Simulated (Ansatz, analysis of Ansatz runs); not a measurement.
## Mg2TiO4 (Imma), nudged elastic band: V_Mg hop (3.5 Å) (q = −2)

Aim: the barrier of one jump in Mg2TiO4 (Imma) at charge −2: V_Mg hop (3.5 Å). The model is a cell of 56 host atoms with 1 Mg taken out; Mg is the atom that moves.

Program: Ansatz 0.2.0. Level of theory: plane-wave PAW DFT, PBEsol; nudged elastic band between two relaxed defect structures at fixed charge in a uniform background. Results are calculated unless marked as measured.

## Step 1: Set-up

The cell holds 55 atoms: 15 Mg, 8 Ti and 32 O. Cell: a = 8.408 Å, b = 8.408 Å, c = 8.478 Å, α = 90.0°, β = 90.0°, γ = 89.7°. It derives from Mg2TiO4 (space group Imma). Nearest the centre at fractional (0.938, 0.562, 0.307): O50 at 1.01 Å, Mg13 at 1.73 Å, O39 at 2.24 Å, O31 at 2.38 Å, O55 at 2.40 Å, Ti21 at 2.71 Å, Mg8 at 2.72 Å, Ti19 at 2.76 Å. The cell carries charge −2.

The cell's shortest repeat is 8.4 Å.

## Step 2: Relaxation of the start point, charge −2

A barrier is counted from a minimum, so both ends are relaxed first. Small random displacements break the symmetry of the ideal sites, so that the defect can distort if it gains by it. The charge of −2 is set by the electron count, and a uniform background keeps the cell neutral.

File qm2.start/input.yaml:

```yaml
crystal:
  lattice:
    - [5.93160526, 5.95895149, 0.0]
    - [-5.93160526, 5.95895149, 0.0]
    - [0.0, 0.0, 8.47824647]
  atoms:
    - { symbol: Mg, position: [0.375, 0.375, 0.13611587] }
    - { symbol: Mg, position: [0.375, 0.875, 0.63611587] }
    - { symbol: Mg, position: [0.875, 0.375, 0.63611587] }
    - { symbol: Mg, position: [0.875, 0.875, 0.13611587] }
    - { symbol: Mg, position: [0.25, 0.0, 0.25] }
    - { symbol: Mg, position: [0.25, 0.5, 0.75] }
    - { symbol: Mg, position: [0.75, 0.0, 0.75] }
    - { symbol: Mg, position: [0.0, 0.25, 0.25] }
    - { symbol: Mg, position: [0.0, 0.75, 0.75] }
    - { symbol: Mg, position: [0.5, 0.25, 0.75] }
    - { symbol: Mg, position: [0.5, 0.75, 0.25] }
    - { symbol: Mg, position: [0.125, 0.125, 0.86388413] }
    - { symbol: Mg, position: [0.125, 0.625, 0.36388413] }
    - { symbol: Mg, position: [0.625, 0.125, 0.36388413] }
    - { symbol: Mg, position: [0.625, 0.625, 0.86388413] }
    - { symbol: Ti, position: [0.25, 0.25, 0.5] }
    - { symbol: Ti, position: [0.25, 0.75, 0.0] }
    - { symbol: Ti, position: [0.75, 0.25, 0.0] }
    - { symbol: Ti, position: [0.75, 0.75, 0.5] }
    - { symbol: Ti, position: [0.0, 0.0, 0.5] }
    - { symbol: Ti, position: [0.0, 0.5, 0.0] }
    - { symbol: Ti, position: [0.5, 0.0, 0.0] }
    - { symbol: Ti, position: [0.5, 0.5, 0.5] }
    - { symbol: O, position: [0.01287539, 0.23712461, 0.49805415] }
    - { symbol: O, position: [0.01287539, 0.73712461, 0.99805415] }
    - { symbol: O, position: [0.51287539, 0.23712461, 0.99805415] }
    - { symbol: O, position: [0.51287539, 0.73712461, 0.49805415] }
    - { symbol: O, position: [0.23712461, 0.01287539, 0.49805415] }
    - { symbol: O, position: [0.23712461, 0.51287539, 0.99805415] }
    - { symbol: O, position: [0.73712461, 0.01287539, 0.99805415] }
    - { symbol: O, position: [0.73712461, 0.51287539, 0.49805415] }
    - { symbol: O, position: [0.00722809, 0.00722809, 0.27354562] }
    - { symbol: O, position: [0.00722809, 0.50722809, 0.77354562] }
    - { symbol: O, position: [0.50722809, 0.00722809, 0.77354562] }
    - { symbol: O, position: [0.50722809, 0.50722809, 0.27354562] }
    - { symbol: O, position: [0.24277191, 0.24277191, 0.27354562] }
    - { symbol: O, position: [0.24277191, 0.74277191, 0.77354562] }
    - { symbol: O, position: [0.74277191, 0.24277191, 0.77354562] }
    - { symbol: O, position: [0.74277191, 0.74277191, 0.27354562] }
    - { symbol: O, position: [0.25722809, 0.25722809, 0.72645438] }
    - { symbol: O, position: [0.25722809, 0.75722809, 0.22645438] }
    - { symbol: O, position: [0.75722809, 0.25722809, 0.22645438] }
    - { symbol: O, position: [0.75722809, 0.75722809, 0.72645438] }
    - { symbol: O, position: [0.26287539, 0.48712461, 0.50194585] }
    - { symbol: O, position: [0.26287539, 0.98712461, 0.00194585] }
    - { symbol: O, position: [0.76287539, 0.48712461, 0.00194585] }
    - { symbol: O, position: [0.76287539, 0.98712461, 0.50194585] }
    - { symbol: O, position: [0.49277191, 0.49277191, 0.72645438] }
    - { symbol: O, position: [0.49277191, 0.99277191, 0.22645438] }
    - { symbol: O, position: [0.99277191, 0.49277191, 0.22645438] }
    - { symbol: O, position: [0.99277191, 0.99277191, 0.72645438] }
    - { symbol: O, position: [0.48712461, 0.26287539, 0.50194585] }
    - { symbol: O, position: [0.48712461, 0.76287539, 0.00194585] }
    - { symbol: O, position: [0.98712461, 0.26287539, 0.00194585] }
    - { symbol: O, position: [0.98712461, 0.76287539, 0.50194585] }
total_charge: -2
basis:
  ecutwfc: 420
  xc_grid: 2
hamiltonian:
  xc: pbesol
kpoints:
  mp_grid: { grid: [1, 1, 1], shift: [0.25, 0.25, 0.25] }
scf:
  occupations: { method: fixed }
  max_iter: 150
output:
  forces: true
relax:
  f_tol: 0.02
  max_steps: 70
  random_displacement: { amplitude: 0.03, seed: 2386 }
```

Launch:

```bash
$ ansatz run input.yaml --threads 4 --pin off --max-ram 14131MiB --backend cpu --events-out ev --progress --plain --runs-dir out
```

Numbers of over 12 decimals in the logs are rounded to 6 here.

The log of the run:

```text
[... repeated set-up lines and file paths are left out, and long positions are rounded to six places ...]
The last accepted step is kept in <dir> (removed where the run ends without a failure and the disk answers)
Engine: ansatz 0.2.0, aarch64-unknown-linux-gnu
Pseudopotentials: kind: paw
Pseudopotential: Mg, paw, valence charge 10, recommended cutoff 420 eV (normal), Mg.paw.azcp
Pseudopotential: Ti, paw, valence charge 12, recommended cutoff 420 eV (normal), Ti.paw.azcp
Pseudopotential: O, paw, valence charge 6, recommended cutoff 420 eV (normal), O.paw.azcp
Functional definition: PBEsol
  exchange = pbesol_x
  correlation = pbesol_c
Crystal: 55 atoms, lattice volume = 599.347 Å³
Basis set: ecut = 420 eV, 11701 PW (Γ), exchange–correlation on 120×120×120 points (8 copies of the dense FFT grid, shifted against one another)
Bands: 275, of which v1, the nominal top of the filled ones, is band 220 counted from 1 (219 counted from 0)
Symmetry: 1 space group operations
k-points: 1
Non-local potential: Mg, projectors of the file, l = 0: 3, l = 1: 2, l = 2: 1
Non-local potential: Ti, projectors of the file, l = 0: 3, l = 1: 2, l = 2: 3, l = 3: 1
Non-local potential: O, projectors of the file, l = 0: 2, l = 1: 2, l = 2: 1
PAW form: soft (Blöchl's): semilocal exchange-correlation on the pseudo side does not see the compensation charge
PAW frozen core: Mg, regenerated for the run's functional, and the local potential with it (the file was generated under x = pbe(κ = 0.804, μ = 0.219515), c = pbe(β = 0.066725))
PAW frozen core: Ti, regenerated for the run's functional, and the local potential with it (the file was generated under x = pbe(κ = 0.804, μ = 0.219515), c = pbe(β = 0.066725))
PAW frozen core: O, regenerated for the run's functional, and the local potential with it (the file was generated under x = pbe(κ = 0.804, μ = 0.219515), c = pbe(β = 0.066725))
PAW one-centre angular grid: Mg, 110 points (default); XC on 64 Gauss nodes
PAW one-centre angular grid: Ti, 590 points (default); XC on 64 Gauss nodes
PAW one-centre angular grid: O, 110 points (default); XC on 64 Gauss nodes
Initial density: superposition of atomic densities (neutral atoms scaled as one to the charged cell's electrons: chi_scale 0, normalization atom), corrected by the library's trained network
Initial wavefunctions: pseudopotential atomic-orbital guess
Functional: x = pbesol(κ = 0.804, μ = 0.123457), c = pbesol(β = 0.046)
SCF iter   1: F=—  HF=-66477.553482 eV  |F-HF|=—  |Δ(HF+E_count)|=         —  Δρ=2.16e-2  dr2=2.36e0  ethr=1.77e-3  ⟨swp⟩=4.0  Hψ=772  notcnv=0  defer=51
preconditioner: auto → Resta (q_TF=auto, 2.591 Å⁻¹)  ε∞=5.6  [insulator: Δε(μ)=2.390 eV  Ē_g=11.302 eV  n_scr=178 (ndim 8)  ℏωp=24.3 eV  f_vac=0.043  ε∞_Penn≈5.6]
SCF iter   2: F=—  HF=-66476.841715 eV  |F-HF|=—  |Δ(HF+E_count)|=   7.12e-1  Δρ=7.49e-3  dr2=3.37e-1  ethr=5.37e-4  ⟨swp⟩=2.0  Hψ=393  notcnv=0  defer=52
SCF iter   3: F=—  HF=-66476.751790 eV  |F-HF|=—  |Δ(HF+E_count)|=   8.99e-2  Δρ=3.50e-3  dr2=1.19e-1  ethr=7.67e-5  ⟨swp⟩=3.0  Hψ=383  notcnv=0  defer=53
SCF iter   4: F=—  HF=-66476.731245 eV  |F-HF|=—  |Δ(HF+E_count)|=   2.05e-2  Δρ=1.62e-3  dr2=2.22e-2  ethr=2.70e-5  ⟨swp⟩=3.0  Hψ=326  notcnv=0  defer=53
SCF iter   5: F=—  HF=-66476.727377 eV  |F-HF|=—  |Δ(HF+E_count)|=   3.87e-3  Δρ=8.72e-4  dr2=5.74e-3  ethr=5.05e-6  ⟨swp⟩=3.0  Hψ=332  notcnv=0  defer=53
SCF iter   6: F=—  HF=-66476.724890 eV  |F-HF|=—  |Δ(HF+E_count)|=   2.49e-3  Δρ=3.72e-4  dr2=7.84e-4  ethr=1.30e-6  ⟨swp⟩=2.0  Hψ=416  notcnv=0  defer=53
SCF iter   7: F=—  HF=-66476.725056 eV  |F-HF|=—  |Δ(HF+E_count)|=   1.66e-4  Δρ=2.27e-4  dr2=3.55e-4  ethr=1.78e-7  ⟨swp⟩=2.0  Hψ=329  notcnv=0  defer=53
SCF iter   8: F=—  HF=-66476.725059 eV  |F-HF|=—  |Δ(HF+E_count)|=   3.23e-6  Δρ=5.93e-5  dr2=2.40e-5  ethr=8.07e-8  ⟨swp⟩=2.0  Hψ=329  notcnv=0  defer=53
SCF iter   9: F=-66476.725074 eV  HF=-66476.725072 eV  |F-HF|=1.52e-6  |Δ(HF+E_count)|=   1.30e-5  Δρ=2.51e-5  dr2=5.12e-6  ethr=2.27e-9  ⟨swp⟩=4.0  Hψ=862  notcnv=0
SCF 1 converged in 9 iterations: F = -66476.725074 eV  dr2 = 5.12e-6
  greatest PAW one-centre occupation: 1.000 electrons in one spin orbital (limit 2), on the Mg atom at site 5 (counted from 0), in its partial waves of l = 0
relax step   1: F+E_penalty+E_count = -66476.72507391 eV  Δ(F+E_penalty+E_count) = +0.000e0 eV  max|allowed force component| = 3.562e0 eV/Å  Δτ_max = 0.0000 Å  (9 SCF iters, dr2 threshold 1.00e-5 eV, accepted)
[... the SCF cycles and remarks between the steps are left out from here to the last step ...]
relax step   2: F+E_penalty+E_count = -66478.26569188 eV  Δ(F+E_penalty+E_count) = -1.541e0 eV  max|allowed force component| = 1.845e0 eV/Å  Δτ_max = 0.1447 Å  (6 SCF iters, dr2 threshold 1.00e-4 eV, accepted)
relax step   3: F+E_penalty+E_count = -66478.70133404 eV  Δ(F+E_penalty+E_count) = -4.356e-1 eV  max|allowed force component| = 4.373e-1 eV/Å  Δτ_max = 0.1175 Å  (7 SCF iters, dr2 threshold 1.00e-4 eV, accepted)
relax step   4: F+E_penalty+E_count = -66478.49032981 eV  Δ(F+E_penalty+E_count) = +2.110e-1 eV  max|allowed force component| = 5.782e-1 eV/Å  Δτ_max = 0.1689 Å  (8 SCF iters, dr2 threshold 1.20e-5 eV, rejected (line search))
relax step   5: F+E_penalty+E_count = -66478.74876399 eV  Δ(F+E_penalty+E_count) = -4.743e-2 eV  max|allowed force component| = 2.672e-2 eV/Å  Δτ_max = 0.0579 Å  (11 SCF iters, accepted)
SCF iter   1: F=—  HF=-66478.750837 eV  |F-HF|=—  |Δ(HF+E_count)|=         —  Δρ=5.46e-4  dr2=9.36e-4  ethr=1.68e-6  ⟨swp⟩=2.0  Hψ=456  notcnv=0  defer=53
SCF iter   2: F=—  HF=-66478.750668 eV  |F-HF|=—  |Δ(HF+E_count)|=   1.69e-4  Δρ=2.86e-4  dr2=2.50e-4  ethr=2.13e-7  ⟨swp⟩=1.0  Hψ=294  notcnv=0  defer=51
SCF iter   3: F=—  HF=-66478.750623 eV  |F-HF|=—  |Δ(HF+E_count)|=   4.45e-5  Δρ=1.28e-4  dr2=9.78e-5  ethr=5.67e-8  ⟨swp⟩=2.0  Hψ=365  notcnv=0  defer=51
SCF iter   4: F=—  HF=-66478.749282 eV  |F-HF|=—  |Δ(HF+E_count)|=   1.34e-3  Δρ=2.91e-5  dr2=4.74e-6  ethr=2.22e-8  ⟨swp⟩=2.0  Hψ=397  notcnv=0  defer=51
SCF iter   5: F=—  HF=-66478.749282 eV  |F-HF|=—  |Δ(HF+E_count)|=   2.40e-7  Δρ=1.57e-5  dr2=1.27e-6  ethr=1.08e-9  ⟨swp⟩=2.0  Hψ=374  notcnv=0  defer=51
SCF iter   6: F=—  HF=-66478.749282 eV  |F-HF|=—  |Δ(HF+E_count)|=   6.95e-8  Δρ=4.17e-6  dr2=1.25e-7  ethr=2.89e-10  ⟨swp⟩=2.0  Hψ=376  notcnv=0  defer=51
SCF iter   7: F=-66478.749282 eV  HF=-66478.749282 eV  |F-HF|=1.09e-8  |Δ(HF+E_count)|=  8.29e-10  Δρ=2.00e-6  dr2=2.64e-8  ethr=2.27e-11  ⟨swp⟩=4.0  Hψ=733  notcnv=0
SCF 6 converged in 7 iterations: F = -66478.749282 eV  dr2 = 2.64e-8
relax step   6: F+E_penalty+E_count = -66478.74928194 eV  Δ(F+E_penalty+E_count) = -5.180e-4 eV  max|allowed force component| = 8.427e-3 eV/Å  Δτ_max = 0.0063 Å  (7 SCF iters, accepted)
SCF converged after 7 iterations
Free energy (F): -66478.749282 eV
Harris-Foulkes:  -66478.749282 eV  (|F-HF|=1.09e-8)
Internal energy: -66478.749282 eV  (E = F + TS)
E sigma→0 (E₀):  -66478.749282 eV
Fermi energy:    6.826237 eV
--- Per-component energies (eV) ---
  E_band       = -6527.012387
  E_kinetic    = 8999.255792
  E_local      = -41586.278725  (includes V_loc(G=0)·N_el)
  E_nonlocal   = 3014.994519
  E_hartree    = 15250.400660
  E_xc         = -3590.751667
  E_vxc        = -4595.687639  (∫ρ·V_xc dr)
  E_paw        = -17249.186595  (= ΣΔE_a)
  E_vpaw       = -2860.179224  (= ΣTr[D̂ρ^β])
  E_aug_tail   = 0.080391  (compensation charges beyond the density's cutoff)
  E_ewald      = -31320.390878
  E_core_change = 3.127222  (= ΣΔE_core)
  E_smearing   = -0.000000  (= −TS)
  E_closure    = 0.000000  (closes the sum)
  E_deformation_potential = -33.233973  (in the stress; not in F)
  Σ components = -66478.749282   (vs F -66478.749282, Δ=0.00e0)
--- Forces (eV/Å), atoms counted from 1 ---
  atom   1  Mg     0.00017321     0.00170314    -0.00093109
  atom   2  Mg    -0.00162639     0.00013566    -0.00219900
  [... 1 atom left out ...]
  atom   4  Mg     0.00088228    -0.00535782     0.00117553
  [... 3 atoms left out ...]
  atom   8  Mg    -0.00486311     0.00058389     0.00117248
  [... 4 atoms left out ...]
  atom  13  Mg     0.00098857    -0.00109310     0.00168261
  [... 5 atoms left out ...]
  atom  19  Ti    -0.00419804     0.00099249    -0.00842672
  [... 1 atom left out ...]
  atom  21  Ti     0.00270745     0.00409849     0.00231893
  [... 9 atoms left out ...]
  atom  31  O     -0.00033638     0.00099997     0.00114414
  [... 7 atoms left out ...]
  atom  39  O     -0.00117237     0.00274828     0.00078049
  [... 6 atoms left out ...]
  atom  46  O      0.00171535     0.00149841    -0.00229318
  [... 3 atoms left out ...]
  atom  50  O      0.00048076    -0.00239081    -0.00155631
  [... 4 atoms left out ...]
  atom  55  O      0.00000519     0.00105428     0.00087059
  max |Σ_I F_I| component: 4.56e-5 eV/Å
--- Relaxed structure (6 steps of the walk, 5 accepted, 0 SCFs on fresh bases) ---
  F+E_penalty+E_count = -66478.74928194 eV   max|allowed force component| = 8.427e-3 eV/Å
  atoms:
    - { symbol: Mg, position: [0.369089, 0.374821, 0.134662] }
    - { symbol: Mg, position: [0.375134, 0.874382, 0.633545] }
    [... 1 atom left out ...]
    - { symbol: Mg, position: [0.874850, 0.880453, 0.134622] }
    [... 3 atoms left out ...]
    - { symbol: Mg, position: [-0.005493, 0.255273, 0.252810] }
    [... 4 atoms left out ...]
    - { symbol: Mg, position: [0.130585, 0.625065, 0.365856] }
    [... 5 atoms left out ...]
    - { symbol: Ti, position: [0.753548, 0.739587, 0.492125] }
    [... 1 atom left out ...]
    - { symbol: Ti, position: [-0.010446, 0.503606, 0.008354] }
    [... 9 atoms left out ...]
    - { symbol: O, position: [0.736310, 0.513504, 0.510475] }
    [... 7 atoms left out ...]
    - { symbol: O, position: [0.742450, 0.761857, 0.279083] }
    [... 6 atoms left out ...]
    - { symbol: O, position: [0.763304, 0.486329, -0.009910] }
    [... 3 atoms left out ...]
    - { symbol: O, position: [1.011856, 0.492553, 0.221443] }
    [... 4 atoms left out ...]
    - { symbol: O, position: [0.990320, 0.762217, 0.501707] }
```

Wall time 43 s (4 threads of Arm Neoverse V1, shared host); peak memory 1.1 GiB.

Step by step:

```tsv
step	energy less that of the first step (eV)	largest force component (eV/Å)
1	0.0000	3.5616
2	-1.5406	1.8455
3	-1.9763	0.4373
4	-1.7653	0.5782
5	-2.0237	0.0267
6	-2.0242	0.0084
```

Relaxation step 4 was tried and not accepted.

The atoms that moved most (Å, from the sites as typed, ahead of the random displacement, the mean shift of all atoms taken out):

```tsv
atom	dx	dy	dz	length
O50	0.115	0.114	-0.045	0.168
O35	-0.115	-0.113	0.045	0.168
O42	0.115	-0.113	-0.045	0.167
O39	-0.115	0.113	0.045	0.167
Ti18	-0.084	0.038	0.069	0.116
Ti19	0.083	-0.039	-0.069	0.115
Ti23	0.084	0.038	-0.069	0.115
Ti21	-0.083	-0.039	0.069	0.115
```

Neighbours of Mg13 at the end:

```tsv
atom	distance (Å)
O50	1.936
O41	1.958
O44	1.994
O55	2.009
O35	3.243
O29	3.403
O25	3.407
Ti21	3.413
Ti17	3.423
O36	3.445
Mg8	3.454
Mg5	3.454
Mg11	3.459
O32	3.468
```

Read from the output:

| Property | Result |
| --- | --- |
| free energy | -66478.7493 eV |
| r.m.s. move of the farther half of the atoms | 0.03112 Å |
| largest move from the ideal geometry of this structure, a common shift of the far atoms taken out | 0.1734 Å |

The relaxation gained 2.024 eV and ended with a largest force component of 0.0084 eV/Å.

## Step 3: Relaxation of the end point, charge −2

The end point is relaxed in the same cell and settings, so that the two energies compare. Atoms more than 3.2 Å from the middle of the hop start where the first relaxation left them, the nearer ones on or close to their ideal places, with small random displacements.

File qm2.end/input.yaml:

```yaml
crystal:
  lattice:
    - [5.93160526, 5.95895149, 0.0]
    - [-5.93160526, 5.95895149, 0.0]
    - [0.0, 0.0, 8.47824647]
  atoms:
    - { symbol: Mg, position: [0.36960126, 0.37538024, 0.13475791] }
    - { symbol: Mg, position: [0.37564673, 0.87494153, 0.63364093] }
[... 1 atom line left out ...]
    - { symbol: Mg, position: [0.875, 0.875, 0.13611587] }
[... 3 atom lines left out ...]
    - { symbol: Mg, position: [0.0, 0.25, 0.25] }
[... 4 atom lines left out ...]
    - { symbol: Mg, position: [-0.25, 0.5, 0.25] }
[... 5 atom lines left out ...]
    - { symbol: Ti, position: [0.75, 0.75, 0.5] }
[... 1 atom line left out ...]
    - { symbol: Ti, position: [0.0, 0.5, 0.0] }
[... 3 atom lines left out ...]
    - { symbol: O, position: [0.01287539, 0.73712461, 0.99805415] }
[... 5 atom lines left out ...]
    - { symbol: O, position: [0.73712461, 0.51287539, 0.49805415] }
[... 7 atom lines left out ...]
    - { symbol: O, position: [0.74277191, 0.74277191, 0.27354562] }
[... 2 atom lines left out ...]
    - { symbol: O, position: [0.75722809, 0.25722809, 0.22645438] }
[... 3 atom lines left out ...]
    - { symbol: O, position: [0.76287539, 0.48712461, 0.00194585] }
[... 3 atom lines left out ...]
    - { symbol: O, position: [0.99277191, 0.49277191, 0.22645438] }
[... 4 atom lines left out ...]
    - { symbol: O, position: [0.98712461, 0.76287539, 0.50194585] }
total_charge: -2
basis:
  ecutwfc: 420
  xc_grid: 2
hamiltonian:
  xc: pbesol
kpoints:
  mp_grid: { grid: [1, 1, 1], shift: [0.25, 0.25, 0.25] }
scf:
  occupations: { method: fixed }
  max_iter: 150
output:
  forces: true
relax:
  f_tol: 0.02
  max_steps: 70
  random_displacement: { amplitude: 0.01, seed: 2386 }
```

The log of the run:

```text
[...]
Crystal: 55 atoms, lattice volume = 599.347 Å³
Basis set: ecut = 420 eV, 11701 PW (Γ), exchange–correlation on 120×120×120 points (8 copies of the dense FFT grid, shifted against one another)
Bands: 275, of which v1, the nominal top of the filled ones, is band 220 counted from 1 (219 counted from 0)
Symmetry: 1 space group operations
k-points: 1
[...]
SCF iter   1: F=—  HF=-66477.722431 eV  |F-HF|=—  |Δ(HF+E_count)|=         —  Δρ=2.14e-2  dr2=2.12e0  ethr=1.77e-3  ⟨swp⟩=5.0  Hψ=769  notcnv=0  defer=53
[...]
SCF iter   9: F=-66476.964384 eV  HF=-66476.964384 eV  |F-HF|=4.21e-7  |Δ(HF+E_count)|=   1.36e-5  Δρ=3.01e-5  dr2=8.03e-6  ethr=2.27e-9  ⟨swp⟩=4.0  Hψ=861  notcnv=0
SCF 1 converged in 9 iterations: F = -66476.964384 eV  dr2 = 8.03e-6
[...]
--- Relaxed structure (6 steps of the walk, 6 accepted, 0 SCFs on fresh bases) ---
  F+E_penalty+E_count = -66478.86263394 eV   max|allowed force component| = 1.530e-2 eV/Å
  atoms:
    - { symbol: Mg, position: [0.372623, 0.377287, 0.139279] }
    - { symbol: Mg, position: [0.372507, 0.872825, 0.634560] }
    [... 1 atom left out ...]
    - { symbol: Mg, position: [0.877055, 0.872911, 0.139336] }
[...]
- { symbol: Mg, position: [-0.001111, 0.249179, 0.251638] }
[...]
- { symbol: Mg, position: [-0.251039, 0.499219, 0.251782] }
[...]
- { symbol: Ti, position: [0.757638, 0.746724, 0.500551] }
    [... 1 atom left out ...]
    - { symbol: Ti, position: [0.001503, 0.501242, 0.009221] }
[...]
- { symbol: O, position: [0.737970, 0.513503, 0.498404] }
    [... 7 atoms left out ...]
    - { symbol: O, position: [0.741334, 0.742498, 0.272878] }
    [... 6 atoms left out ...]
    - { symbol: O, position: [0.758292, 0.485330, 0.000722] }
    [... 3 atoms left out ...]
    - { symbol: O, position: [0.985133, 0.485549, 0.217562] }
    [... 4 atoms left out ...]
    - { symbol: O, position: [0.979492, 0.770382, 0.507402] }
[key lines of the parts left out:]
SCF converged after 3 iterations
Free energy (F): -66478.862634 eV
Fermi energy:    6.715439 eV
```

It took 38 s on 4 threads; peak memory 1.1 GiB.

Relaxation path:

```tsv
step	energy less that of the first step (eV)	largest force component (eV/Å)
1	0.0000	2.6858
2	-1.3984	1.4478
3	-1.8710	0.3269
4	-1.8943	0.1043
5	-1.8982	0.0153
6	-1.8982	0.0153
```

The atoms that moved most (Å, from the sites as typed, ahead of the random displacement):

```tsv
atom	dx	dy	dz	length
Ti23	-0.152	-0.068	0.070	0.181
O35	0.120	0.119	-0.053	0.177
Ti18	0.080	-0.031	-0.082	0.119
O50	-0.002	-0.088	-0.076	0.116
O41	0.000	0.067	-0.077	0.102
O55	-0.090	0.000	0.046	0.101
O44	0.088	0.046	0.014	0.100
Ti20	0.089	-0.015	-0.004	0.091
```

Neighbours of Mg13 at the end:

```tsv
atom	distance (Å)
O50	2.010
O35	2.031
O39	2.054
O42	2.058
O31	2.096
O46	2.133
Ti21	2.956
Ti19	2.964
Mg8	2.966
Mg11	2.966
Ti18	2.990
Ti23	3.020
```

This step gave:

| Item | Value |
| --- | --- |
| free energy | -66478.8626 eV |
| r.m.s. move of the farther half of the atoms | 0.02126 Å |
| largest move from the ideal geometry of this structure, a common shift of the far atoms taken out | 0.1218 Å |

The relaxation gained 1.898 eV and ended with a largest force component of 0.015 eV/Å. The end lies 0.113 eV below the start.

(Part 1 of 3 ends here.)

[Logs are printed without paths, hosts, clocks, repeated set-up lines and the standing remarks that a program may print on its own settings, such as how far it seeks lower states.]

[Hosts, paths, dates, database ids (printed as entryN), source tags and the programs' standing remarks are cut or masked in the printed files.]
